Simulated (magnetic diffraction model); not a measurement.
# ScMn₂Ni₂Ge below its ordering temperature

Space group Cmmm (no. 65), a = 5.0430 Å, b = 8.1440 Å, c = 4.0710 Å.

```
site  atom    x       y    z
  2c    Ge  1/2       0  1/2
  4f    Ni  1/4     1/4  1/2
  4i    Mn  1/2  0.8326    0
  2a    Sc    0       0    0
```

This is a made-up structure (elements placed in a structure type, unrelaxed), so the numbers test the method and describe no known phase.

Only Mn is taken to order (form factors of Mn2+); orders and moment sizes are assumed, and not adapted to the symmetry. Radiation: neutrons of λ = 1.594 Å, 8° to 60°; isotropic B of 0.62 Å² (Ge), 0.85 Å² (Ni), 0.86 Å² (Mn) and 0.85 Å² (Sc). The intensities are simulated: I ∝ L Σ (|F_N|² + |F_M⊥|²) for unpolarised neutrons, with F_M = 2.695 fm/μB × Σ f(s) S exp(2πi Q·r) exp(−B s²) at Q = H ± k (one set where k and −k are equivalent), only the part normal to Q counting and L = 1/(sin²θ cos θ). For collinear order S is the moment m, which repeats by lattice and centring translations R with the sign exp(−2πi k·R). Form factors are spin-only for 3d ions and dipole or tabulated for f ions, scattering lengths are Sears's of 1992, and absorption is left out. A label names one of the reflections at its angle. The strongest nuclear line in the range is 100, and lines under 0.2 are left out.

Above the ordering temperature:

| 2θ (°) | index | I |
| --- | --- | --- |
| 21.43 | (1 1 0) | 10.9 |
| 22.57 | (0 2 0) | 1.1 |
| 22.58 | (0 0 1) | 46.8 |
| 31.32 | (1 1 1) | 100.0 |
| 32.14 | (0 2 1) | 65.5 |
| 36.85 | (2 0 0) | 1.8 |
| 38.95 | (1 3 0) | 0.7 |
| 43.65 | (2 2 0) | 90.2 |
| 43.65 | (2 0 1) | 13.1 |
| 45.49 | (1 3 1) | 14.2 |
| 46.09 | (0 4 0) | 40.3 |
| 46.10 | (0 0 2) | 22.9 |
| 49.69 | (2 2 1) | 11.5 |
| 51.37 | (1 1 2) | 3.8 |
| 51.91 | (0 4 1) | 5.4 |
| 51.92 | (0 2 2) | 0.5 |
| 57.91 | (3 1 0) | 1.5 |

Below it (cell unchanged):

| 2θ (°) | I |
| --- | --- |
| 21.43 | 11.5 |
| 22.57 | 1.6 |
| 22.58 | 47.9 |
| 31.32 | 100.4 |
| 32.14 | 65.8 |
| 36.85 | 1.9 |
| 38.95 | 1.3 |
| 43.65 | 90.2 |
| 43.65 | 13.3 |
| 45.49 | 14.8 |
| 46.09 | 40.4 |
| 46.10 | 23.0 |
| 49.69 | 11.6 |
| 51.37 | 3.9 |
| 51.91 | 5.5 |
| 51.92 | 0.5 |
| 57.91 | 1.5 |

**Question.** Find the propagation vector, then choose among these models:
A. collinear moments along [010], 1.05 μB on Mn; signs + at (1/2, 0.8326, 0), + at (1/2, 0.1674, 0)
B. collinear moments along [101], 1.05 μB on Mn; signs + at (1/2, 0.8326, 0), + at (1/2, 0.1674, 0)
C. collinear moments along [101], 1.05 μB on Mn; signs + at (1/2, 0.8326, 0), − at (1/2, 0.1674, 0)
D. collinear moments along [010], 1.05 μB on Mn; signs + at (1/2, 0.8326, 0), − at (1/2, 0.1674, 0)

No line moves, and magnetic intensity falls on nuclear lines such as the one at 22.58°, so the magnetic cell equals the chemical primitive cell: k = 0.

Magnetic intensity, observed (below minus above) and for each model:

| 2θ (°) | index | observed | A | B | C | D |
| --- | --- | --- | --- | --- | --- | --- |
| 21.43 | (1 1 0) | 0.6 | 0.8 | 0.6 | 1.8 | 2.3 |
| 22.57 | (0 2 0) | 0.5 | <0.2 | 0.5 | 1.4 | <0.2 |
| 22.58 | (0 0 1) | 1.1 | 1.9 | 1.1 | <0.2 | <0.2 |
| 31.32 | (1 1 1) | 0.4 | 0.6 | 0.4 | 1.3 | 1.9 |
| 32.14 | (0 2 1) | 0.3 | 0.2 | 0.3 | 0.8 | 0.5 |
| 38.95 | (1 3 0) | 0.6 | 0.2 | 0.6 | <0.2 | <0.2 |
| 45.49 | (1 3 1) | 0.6 | 0.3 | 0.6 | <0.2 | <0.2 |

Model B matches.

The structure used: k = (0 0 0), collinear moments along [101], 1.05 μB on Mn; signs + at (1/2, 0.8326, 0), + at (1/2, 0.1674, 0).

[Logs are printed without paths, hosts, clocks, repeated set-up lines and the standing remarks that a program may print on its own settings, such as how far it seeks lower states.]
